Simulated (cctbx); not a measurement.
# SrTmTl: precision against data quality

Space group P-3m1 (no. 164), a = 5.2740 Å, b = 5.2740 Å, c = 8.0940 Å, α = 90.00°, β = 90.00°, γ = 120.00°.

| atom | mult. | x | y | z | Ueq (Å²) |
| --- | --- | --- | --- | --- | --- |
| Tl1 | 2 | 2/3 | 1/3 | 0.7481 | 0.0031 |
| Tm1 | 1 | 0 | 0 | 0 | 0.0027 |
| Tm2 | 1 | 0 | 0 | 1/2 | 0.0029 |
| Sr1 | 2 | 2/3 | 1/3 | 0.2622 | 0.0042 |

The model was made for the exercise: a known structure type with other elements put in, its volume estimated, not relaxed; displacement parameters are assumed.

Five simulated data sets (cctbx; Mo Kα, λ = 0.71073 Å; 4 % proportional error) differ in resolution or exposure (noise floor 8 counts in the first three, 8 in the last two). Each is refined with the right model, isotropic at 1.1 Å and anisotropic otherwise. How do the figures of merit and the uncertainties move?

| d min (Å) | top counts | ⟨I/σ⟩ (unmerged, absences included) | unique | param. (scale apart) | Rint | R1 | GooF | largest s.u. xyz (fractional) | s.u. U of Sr1 (Å²) | largest error (Å) |
| --- | --- | --- | --- | --- | --- | --- | --- | --- | --- | --- |
| 1.1 | 20000 | 14.7 | 79 | 6 | 0.032 | 0.0090 | 0.82 | 0.00012 | 0.0004 | 0.0018 |
| 0.84 | 20000 | 14.2 | 162 | 10 | 0.035 | 0.0096 | 0.93 | 0.00008 | 0.0002 | 0.0002 |
| 0.6 | 20000 | 12.9 | 405 | 10 | 0.036 | 0.0103 | 0.88 | 0.00005 | 0.0001 | 0.0007 |
| 0.75 | 300 | 2.0 | 217 | 10 | 0.251 | 0.0486 | 0.89 | 0.00093 | 0.0022 | 0.0044 |
| 0.75 | 3000 | 7.2 | 217 | 10 | 0.058 | 0.0180 | 0.89 | 0.00017 | 0.0004 | 0.0005 |

The number of reflections grows roughly as 1/d³: 79, 162 and 405 here. R1 follows the noise rather than the truth: at 300 counts it is 0.0486, at 3000 counts 0.0180, while GooF is 0.89 and 0.89: the weights 1/σ² carry the noise. The s.u. of U (U11 where anisotropic) for Sr1 goes 0.0004, 0.0002, 0.0001 Å² with resolution and 0.0022, 0.0004 Å² with exposure.

Hardware for the 0.6 Å refinement: 0.31 s on 1 thread of Arm Neoverse V2, on a shared host, peak memory 0.09 GiB.
